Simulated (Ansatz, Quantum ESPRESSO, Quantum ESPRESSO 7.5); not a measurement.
# Work function of W(100), 5 layers, one monolayer of Si on top sites

Wanted: work functions and the surface dipole of W(100), 5 layers, one monolayer of Si on top sites at several levels, with their cost.

Calculated with Quantum ESPRESSO 7.5; plane-wave DFT, PBE, GBRV ultrasoft pseudopotentials (geometry and cross-check by Ansatz 0.2.0 with PAW datasets; geometry under PBE).

This is a report of a sequence of runs, with most program output left out.

**1. Starting point**

The cell holds 6 atoms: 5 W and 1 Si. Its edges and angles: a = 3.160 Å, b = 3.160 Å, c = 25.320 Å, α = 90.0°, β = 90.0°, γ = 90.0°. It derives from W. Vacuum lies along c.

**2. Geometry from Ansatz**

The geometry comes first, from a plane-wave PAW code, so that the later runs on this slab share one structure.

File input.yaml:

```yaml
crystal:
  lattice:
    - [3.16, 0.0, 0.0]
    - [0.0, 3.16, 0.0]
    - [0.0, 0.0, 25.32]
  atoms:
    - { symbol: W, position: [0.0, 0.0, 0.3278041074] }
    - { symbol: W, position: [0.5, 0.5, 0.3902053712] }
    - { symbol: W, position: [0.0, 0.0, 0.4526066351] }
    - { symbol: W, position: [0.5, 0.5, 0.5150078989] }
    - { symbol: W, position: [0.0, 0.0, 0.5774091627] }
    - { symbol: Si, position: [0.0, 0.0, 0.6852290679] }
kpoints:
  mp_grid: { grid: [8, 8, 1] }
hamiltonian:
  xc: pbe
scf:
  occupations: { method: fermi_dirac, width: 0.1 }
  convergence: { dr2_threshold: 1.0e-08 }
efield:
  axis: 3
  dipole_correction: true
  ramp_position: 0.97
  ramp_width: 0.04
relax:
  f_tol: 0.01
  constraints: [{ sites: [0, 1, 2] }]
output:
  write_potential: true
  write_density: true
  volumetric_format: npy
```

Started as:

```sh
> ansatz run input.yaml --threads 4 --pin off --max-ram 8192MiB --backend cpu --events-out ev --progress --plain --runs-dir out
```

Run time: 17 s. Hardware: 4 threads of Arm Neoverse V2, shared host; peak memory 0.62 GiB.

Relaxation path:

| step | energy less that of the first step (eV) | largest force component (eV/Å) |
| --- | --- | --- |
| 1 | 0.0000 | 1.4295 |
| 2 | -0.2463 | 0.9288 |
| 3 | -0.2791 | 0.3490 |
| 4 | -0.2997 | 0.0492 |
| 5 | -0.2998 | 0.0011 |

Forces are held to the 8 operations that the run works with; a distortion that breaks them can't arise in this run.

The atoms that moved most (Å):

```
atom     dx     dy      dz  length
 Si6  0.000  0.000  -0.303   0.303
  W4  0.000  0.000   0.056   0.056
  W5  0.000  0.000  -0.012   0.012
```

The relaxed structure:

```xyz
6
Lattice="3.1600 0.0000 0.0000 0.0000 3.1600 0.0000 0.0000 0.0000 25.3200" Properties=species:S:1:pos:R:3
W     0.0000    0.0000    8.3000
W     1.5800    1.5800    9.8800
W     0.0000    0.0000   11.4600
W     1.5800    1.5800   13.0959
W     0.0000    0.0000   14.6083
Si    0.0000    0.0000   17.0472
```

The relaxation lowers the energy by 50 meV an atom. Held were the atoms numbered 1, 2 and 3; the forces quoted are those on the free ones.

This step gave:

- free energy: -52554.5193 eV
- energy at zero smearing: -52554.4313 eV
- smearing term TS: 0.1761 eV
- Fermi energy: 4.724 eV
- symmetry operations: 8
- work function of the upper face: 5.198 eV
- work function of the lower face: 4.219 eV
- dipole along the normal: -0.05402 e·Å

**3. SCF with pw.x**

The two faces differ, so the slab has a dipole. tefield with eamp = 0 and dipfield cancel the false field of the periodic images; the ramp (emaxpos, eopreg) must lie in the vacuum. pw.x drops all symmetry for this, which costs k-points.

Level of this step: plane-wave DFT, PBE, GBRV ultrasoft pseudopotentials (Quantum ESPRESSO 7.5).

File scf.in:

```
&control
  prefix = 'scf'
  outdir = './out'
  pseudo_dir = './pseudo'
  calculation = 'scf'
  tprnfor = .true.
  tefield = .true.
  dipfield = .true.
/
&system
  ibrav = 0
  nat = 6
  ntyp = 2
  ecutwfc = 40
  ecutrho = 200
  occupations = 'smearing'
  smearing = 'mv'
  degauss = 0.02
  edir = 3
  emaxpos = 0.97
  eopreg = 0.04
  eamp = 0.0
/
&electrons
  conv_thr = 1e-07
  mixing_beta = 0.4
  electron_maxstep = 120
  mixing_mode = 'local-TF'
/
ATOMIC_SPECIES
  W   183.8400  w_pbe_v1.2.uspp.F.UPF
  Si  28.0850  si_pbe_v1.uspp.F.UPF
CELL_PARAMETERS angstrom
  3.16000000000000 0.00000000000000 0.00000000000000
  0.00000000000000 3.16000000000000 0.00000000000000
  0.00000000000000 0.00000000000000 25.32000000000000
ATOMIC_POSITIONS crystal
  W   0.000000000000 0.000000000000 0.327804107400
  W   0.500000000000 0.500000000000 0.390205371200
  W   0.000000000000 0.000000000000 0.452606635100
  W   0.500000000000 0.500000000000 0.517216743749
  W   -0.000000000000 -0.000000000000 0.576947289530
  Si  -0.000000000000 -0.000000000000 0.673270301903
K_POINTS automatic
  8 8 1 0 0 0
```

Started as:

```sh
> OMP_NUM_THREADS=1 mpirun -n 4 pw.x -nk 4 -in scf.in > scf.out
```

Wall time 1.7 min (4 MPI ranks); peak memory 1.1 GiB.

Numbers from this step:

* free energy: -10950.9105 eV
* Fermi energy: 4.726 eV
* dipole along the normal: -0.05603 e·Å

The program's own clock; routines nest. Time by routine:

| routine | wall time (s) | calls |
| --- | --- | --- |
| PWSCF | 104 | 1 |
| electrons | 100.1 | 1 |
| c_bands | 73.69 | 23 |
| cegterg | 64.29 | 207 |
| h_psi | 42.81 | 734 |
| fftw | 30.96 | 48890 |
| vloc_psi | 28.18 | 734 |
| sum_band | 15.4 | 23 |
| calbec | 10.94 | 977 |
| add_vuspsi | 7.26 | 734 |
| s_psi | 7.22 | 734 |
| h_psi:calbec | 7.19 | 734 |
| mix_rho | 5.09 | 23 |
| newd | 4.61 | 24 |

The run needed 23 iterations to bring the estimated error under 1e-07 Ry; the largest force on any atom, held or free, is 1.38 eV/Å.

**4. Potential by pp.x**

plot_num = 11 writes the bare and Hartree potential. It leaves out exchange and correlation, which fade slowly, so it flattens close to the surface.

File pot.in:

```
&inputpp
  prefix = 'scf'
  outdir = './out'
  filplot = 'pot.dat'
  plot_num = 11
/
```

Started as:

```sh
> OMP_NUM_THREADS=1 mpirun -n 4 pp.x -in pot.in > pot.out
```

The job ended after 1.1 s (4 MPI ranks; peak memory 0.16 GiB).

This step gave:

| Item | Value |
| --- | --- |
| work function of the upper face | 5.221 eV |
| slope of the potential above | 1.65e-4 eV/Å |
| upper vacuum line continued to the top atoms, over the Fermi level | 5.220 eV |
| work function of the lower face | 4.206 eV |
| slope of the potential below | -6.63e-4 eV/Å |
| lower vacuum line continued to the bottom atoms, over the Fermi level | 4.202 eV |

Electrostatic potential energy of an electron, with the sawtooth; zero at the Fermi level. Potential energy, planar mean against z:

```
z (Å)  potential energy, planar mean (eV)
  0.0                                4.46
  0.5                                4.21
  1.0                                4.21
  1.5                                4.21
  2.0                                4.21
  2.5                                4.21
  3.0                                4.21
  3.5                                4.20
  4.0                                4.20
  4.5                                4.20
  5.0                                4.18
  5.5                                4.12
  6.0                                3.94
  6.5                                3.40
  7.0                                1.79
  7.5                               -2.86
  8.0                               -8.75
  8.5                               -9.96
  9.0                               -8.07
  9.5                               -9.36
 10.0                               -10.6
 10.5                               -8.74
 11.0                               -9.32
 11.5                               -10.6
 12.0                               -8.46
 12.5                               -8.10
 13.0                               -10.4
 13.5                               -9.53
 14.0                               -8.91
 14.5                               -10.2
 15.0                               -7.67
 15.5                              -0.751
 16.0                                2.13
 16.5                               -3.01
 17.0                               -9.22
 17.5                               -5.07
 18.0                                1.78
 18.5                                4.26
 19.0                                4.96
 19.5                                5.15
 20.0                                5.20
 20.5                                5.22
 21.0                                5.22
 21.5                                5.22
 22.0                                5.22
 22.5                                5.22
 23.0                                5.22
 23.5                                5.22
 24.0                                5.22
 24.5                                5.22
 25.0                                4.78
```

Electrostatic potential energy in the ca plane at fractional y = 0.000, with atoms of W and Si within 0.2 Å of it. With pseudopotentials it is smooth inside the atoms' cores, unlike the true potential.

Ten even steps from '0' (-41 eV) to '9' (5 eV), each cell a mean:
```
20015887410026886300147610027999999999999999
43247898632357887532468863368999999999999999
76678898876788998876789987889999999999999999
88889888888899889988899999999999999999999999
88888888888888998888899998899999999999999999
64468898754568998654578875678999999999999999
31126898521137887411257730037999999999999999
10014787300026886200037510016899999999999999
```
Columns run along c (16.0 Å, from fractional 0.31 to 0.94 of the cell; values clipped at the 3rd and 97th percentile), rows up along a (3.2 Å). Atoms in or near the plane, at fractional coordinates: W at (0.33, 0.00), W at (0.45, 0.00), W at (0.58, 0.00), Si at (0.67, 0.00).

The vacuum is flat to 0.7 meV/Å, so its level is well defined. Inside the slab the curve depends on the local part of the pseudopotentials; only the vacuum level has a meaning of its own.

**5. Macroscopic average**

A running mean over one period damps the atomic wiggles and leaves the mean of this pseudopotential's potential.

File avg.in:

```
1
pot.dat
1.0
641
3
2.9857672769
```

Started as:

```sh
> OMP_NUM_THREADS=1 average.x < avg.in > avg.out
```

It took 0.56 s on 1 MPI rank; peak memory 0.1 GiB.

Read from the output:

```
average.x's running mean inside the slab, on the run's own zero                  : -4.827 eV
mean potential by an exact Fourier window inside the slab, on the run's own zero : -4.829 eV
```

The potential energy (planar mean) oscillates, so the rows of the table below give means over windows of 0.5 Å about each position, cut where the curve ends. Its maxima inside the range that stand out by 2 % of the span (Å: eV): 9.12: -7.99, 10.70: -8.48, 12.28: -7.61, 13.86: -8.76, 15.92: 2.24, 24.45: 5.22. Its minima: 8.37: -10.2, 9.88: -10.7, 11.46: -10.7, 13.11: -10.5, 14.50: -10.2, 17.02: -9.28.

Electrostatic potential energy of an electron, with the sawtooth; zero at the Fermi level; window 1.5800 Å. The potential energy by z; means over each step:

```
z (Å)  planar mean (eV)  running mean (eV)
  0.0              4.33               4.47
  0.5              4.21               4.30
  1.0              4.21               4.21
  1.5              4.21               4.21
  2.0              4.21               4.21
  2.5              4.21               4.21
  3.0              4.21               4.21
  3.5              4.20               4.20
  4.0              4.20               4.20
  4.5              4.20               4.19
  5.0              4.17               4.16
  5.5              4.11               4.06
  6.0              3.92               3.77
  6.5              3.36               2.89
  7.0              1.67              0.580
  7.5             -2.93              -3.27
  8.0             -8.54              -6.94
  8.5             -9.81              -8.76
  9.0             -8.24              -9.16
  9.5             -9.36              -9.34
 10.0             -10.4              -9.52
 10.5             -8.87              -9.58
 11.0             -9.37              -9.57
 11.5             -10.5              -9.41
 12.0             -8.55              -9.11
 12.5             -8.24              -9.04
 13.0             -10.2              -9.30
 13.5             -9.56              -9.58
 14.0             -9.02              -9.51
 14.5             -9.99              -8.67
 15.0             -7.42              -6.01
 15.5            -0.960              -2.36
 16.0              1.83              -1.04
 16.5             -3.09              -3.30
 17.0             -8.67              -5.26
 17.5             -4.96              -3.84
 18.0              1.58              0.166
 18.5              4.20               3.44
 19.0              4.94               4.72
 19.5              5.15               5.08
 20.0              5.20               5.19
 20.5              5.22               5.21
 21.0              5.22               5.22
 21.5              5.22               5.22
 22.0              5.22               5.22
 22.5              5.22               5.22
 23.0              5.22               5.22
 23.5              5.22               5.22
 24.0              5.22               5.20
 24.5              5.18               5.05
 25.0              4.78               4.76
```

Where the running mean is not flat inside, average.x's window, rounded to the grid, doesn't match the spacings there.

**6. Valence density**

plot_num = 0 writes the valence density.

File rho.in:

```
&inputpp
  prefix = 'scf'
  outdir = './out'
  filplot = 'rho.dat'
  plot_num = 0
/
```

Started as:

```sh
> OMP_NUM_THREADS=1 mpirun -n 4 pp.x -in rho.in > rho.out
```

Wall time 1.1 s (4 MPI ranks); peak memory 0.16 GiB.

Read from the output:

```
electrons by integration : 74.00 e
```

The valence density, planar mean oscillates, so the rows of the table below give means over windows of 1 Å about each position, cut where the curve ends. Its maxima inside the range that stand out by 2 % of the span (Å: e/Å³): 8.6: 1.06, 9.6: 1.08, 10.1: 1.07, 11.3: 1.07, 11.7: 1.07, 12.9: 1.07, 13.4: 1.09, 14.4: 1.06, 17.0: 0.193. Its minima: 9.1: 0.582, 9.8: 1.02, 10.7: 0.561, 11.5: 1.02, 12.3: 0.517, 13.1: 1.03, 13.8: 0.637, 15.9: 0.172.

Mean over planes. Valence density, planar mean against z; means over each step:

```
z (Å)  valence density, planar mean (e/Å³)
    3                               1.2e-5
    4                               1.1e-4
    5                               9.7e-4
    6                              0.00879
    7                               0.0867
    8                                0.816
    9                                0.795
   10                                0.991
   11                                0.844
   12                                0.790
   13                                0.999
   14                                0.855
   15                                0.740
   16                                0.185
   17                                0.180
   18                                0.103
   19                               0.0130
   20                               9.5e-4
   21                               6.5e-5
```

Valence density in the ca plane at fractional y = 0.000, with atoms of W and Si within 0.2 Å of it. It is the smooth field of the valence electrons, not physical close to the nuclei.

Ten even steps from '0' (-0.6 e/Å³) to '9' (4.9 e/Å³), each cell a mean:
```
79882111397951112597931111111111111111111111
35531111235521111245321111111111111111111111
11111111111111111111111111111111111111111111
11111111111111111111111111111111111111111111
11111111111111111111111111111111111111111111
23321111123211111223211111111111111111111111
59952111279841111489621111111111111111111111
84193111390662112770942212211111111111111111
```
Columns run along c (16.0 Å, from fractional 0.31 to 0.94 of the cell), rows up along a (3.2 Å). Atoms in or near the plane, at fractional coordinates: W at (0.33, 0.00), W at (0.45, 0.00), W at (0.58, 0.00), Si at (0.67, 0.00).

The density integrates to 74.000 electrons, as the 74 of the input ask.

**7. Projected density of states**

Projections on atomic orbitals tell which layers and orbitals hold the states near the zero of energy.

File pdos.in:

```
&projwfc
  prefix = 'scf'
  outdir = './out'
  filpdos = 'pdos'
  Emin = -3.274
  Emax = 8.726
  DeltaE = 0.1
  ngauss = 0
  degauss = 0.01
/
```

Started as:

```sh
> OMP_NUM_THREADS=1 mpirun -n 4 projwfc.x -in pdos.in > pdos.out
```

The job ended after 2.2 s (4 MPI ranks; peak memory 0.26 GiB; 8.7 s of CPU time).

Numbers from this step:

* spilling of the projection: 0.0012

Projected DOS an atom over height of the atomic layer and energy from the Fermi level. Columns are the atomic layers from the bottom up.

Values in states/eV, 22 rows by 6 columns, each cell a mean:
```
1.70 0.74 1.02 0.65 1.09 0.51
1.57 0.47 0.67 0.27 0.72 0.45
1.66 0.34 0.60 0.34 1.07 0.63
2.19 0.47 0.53 0.64 1.42 0.96
1.91 0.70 0.50 0.88 1.74 1.15
1.06 0.71 0.51 0.88 1.21 0.72
1.05 0.92 1.03 1.06 1.09 0.82
1.28 1.16 1.39 1.21 1.46 0.59
1.30 1.16 1.26 1.10 1.41 0.43
1.38 1.91 1.55 1.68 1.24 0.15
0.55 0.98 0.84 1.01 0.71 0.28
0.50 0.87 0.93 1.48 0.98 0.28
1.01 1.55 1.00 1.06 0.76 0.10
0.64 0.88 0.85 0.55 0.34 0.10
0.39 0.96 1.22 0.80 0.35 0.22
0.24 0.61 0.83 0.51 0.23 0.13
0.23 0.47 0.56 0.47 0.37 0.37
0.18 0.35 0.40 0.31 0.37 0.62
0.06 0.09 0.10 0.11 0.25 0.46
0.08 0.16 0.18 0.14 0.26 0.52
0.04 0.07 0.09 0.09 0.17 0.28
0.05 0.09 0.10 0.10 0.22 0.34
```
Columns: height of the atomic layer (Å) from 8.3 to 17.0 (not evenly spaced); rows upwards: energy from the Fermi level (eV) from -8.00 to 1.30.

The atomic orbitals miss 0.1 % of the occupied states; for empty states the projections can miss much more.

**8. Ground state: open boundaries by the effective screening medium**

The effective screening medium with bc1 puts vacuum on both sides and removes the images along the normal. The slab must sit about z = 0, symmetry is kept, and the .esm1 file holds the planar potential.

File esm.in:

```
&control
  prefix = 'esm'
  outdir = './out'
  pseudo_dir = './pseudo'
  calculation = 'scf'
  tprnfor = .true.
/
&system
  ibrav = 0
  nat = 6
  ntyp = 2
  ecutwfc = 40
  ecutrho = 200
  occupations = 'smearing'
  smearing = 'mv'
  degauss = 0.02
  assume_isolated = 'esm'
  esm_bc = 'bc1'
/
&electrons
  conv_thr = 1e-07
  mixing_beta = 0.4
  electron_maxstep = 120
  mixing_mode = 'local-TF'
/
ATOMIC_SPECIES
  W   183.8400  w_pbe_v1.2.uspp.F.UPF
  Si  28.0850  si_pbe_v1.uspp.F.UPF
CELL_PARAMETERS angstrom
  3.16000000000000 0.00000000000000 0.00000000000000
  0.00000000000000 3.16000000000000 0.00000000000000
  0.00000000000000 0.00000000000000 25.32000000000000
ATOMIC_POSITIONS crystal
  W   0.000000000000 0.000000000000 -0.172733097252
  W   0.500000000000 0.500000000000 -0.110331833452
  W   0.000000000000 0.000000000000 -0.047930569552
  W   0.500000000000 0.500000000000 0.016679539098
  W   -0.000000000000 -0.000000000000 0.076410084878
  Si  -0.000000000000 -0.000000000000 0.172733097252
K_POINTS automatic
  8 8 1 0 0 0
```

Started as:

```sh
> OMP_NUM_THREADS=1 mpirun -n 4 pw.x -nk 4 -in esm.in > esm.out
```

Run time: 2.1 min. Hardware: 4 MPI ranks; peak memory 0.97 GiB; 8.3 min of CPU time.

Read from the output:

```
free energy                                                    : -10950.9106 eV
Fermi energy                                                   : -4.717 eV
vacuum line at the lower end of the cell, over the Fermi level : 4.215 eV
vacuum line at the upper end of the cell, over the Fermi level : 5.220 eV
```

The potential energy, planar mean oscillates, so the rows of the table below give means over windows of 1.64 Å about each position, cut where the curve ends. Its maxima inside the range that stand out by 2 % of the span (Å: eV): -3.6: -7.99, -2.0: -8.47, -0.3: -7.62, 1.2: -8.76, 3.3: 2.24. Its minima: -4.3: -10.2, -2.8: -10.7, -1.3: -10.7, 0.5: -10.5, 1.9: -10.2, 4.3: -9.26.

Electrostatic potential energy of an electron; zero at the Fermi level. Table of potential energy, planar mean by z; means over each step:

| z (Å) | potential energy, planar mean (eV) |
| --- | --- |
| -11.84 | 4.22 |
| -10.20 | 4.21 |
| -8.56 | 4.21 |
| -6.92 | 3.96 |
| -5.28 | -2.43 |
| -3.64 | -9.24 |
| -2.00 | -9.64 |
| -0.36 | -9.10 |
| 1.28 | -9.59 |
| 2.92 | -1.92 |
| 4.56 | -4.90 |
| 6.20 | 4.51 |
| 7.84 | 5.21 |
| 9.48 | 5.22 |
| 11.12 | 5.22 |

The vacuum levels are read from the outermost 0.7 Å of the cell on either side.

The run needed 43 iterations to bring the estimated error under 1e-07 Ry; the largest force on any atom, held or free, is 1.37 eV/Å.

The upper level is 5.220 eV against 5.221 eV from the periodic run.

[end of part 1 of 2]

[Logs are printed without paths, hosts, clocks, repeated set-up lines and the standing remarks that a program may print on its own settings, such as how far it seeks lower states.]

[Hosts, paths, dates, database ids (printed as entryN), source tags and the programs' standing remarks are cut or masked in the printed files.]

[Maps of the electrostatic potential energy from Ansatz leave out the sawtooth potential of an applied field or a dipole correction, so their vacuum need not be flat; planar profiles and work functions include it.]
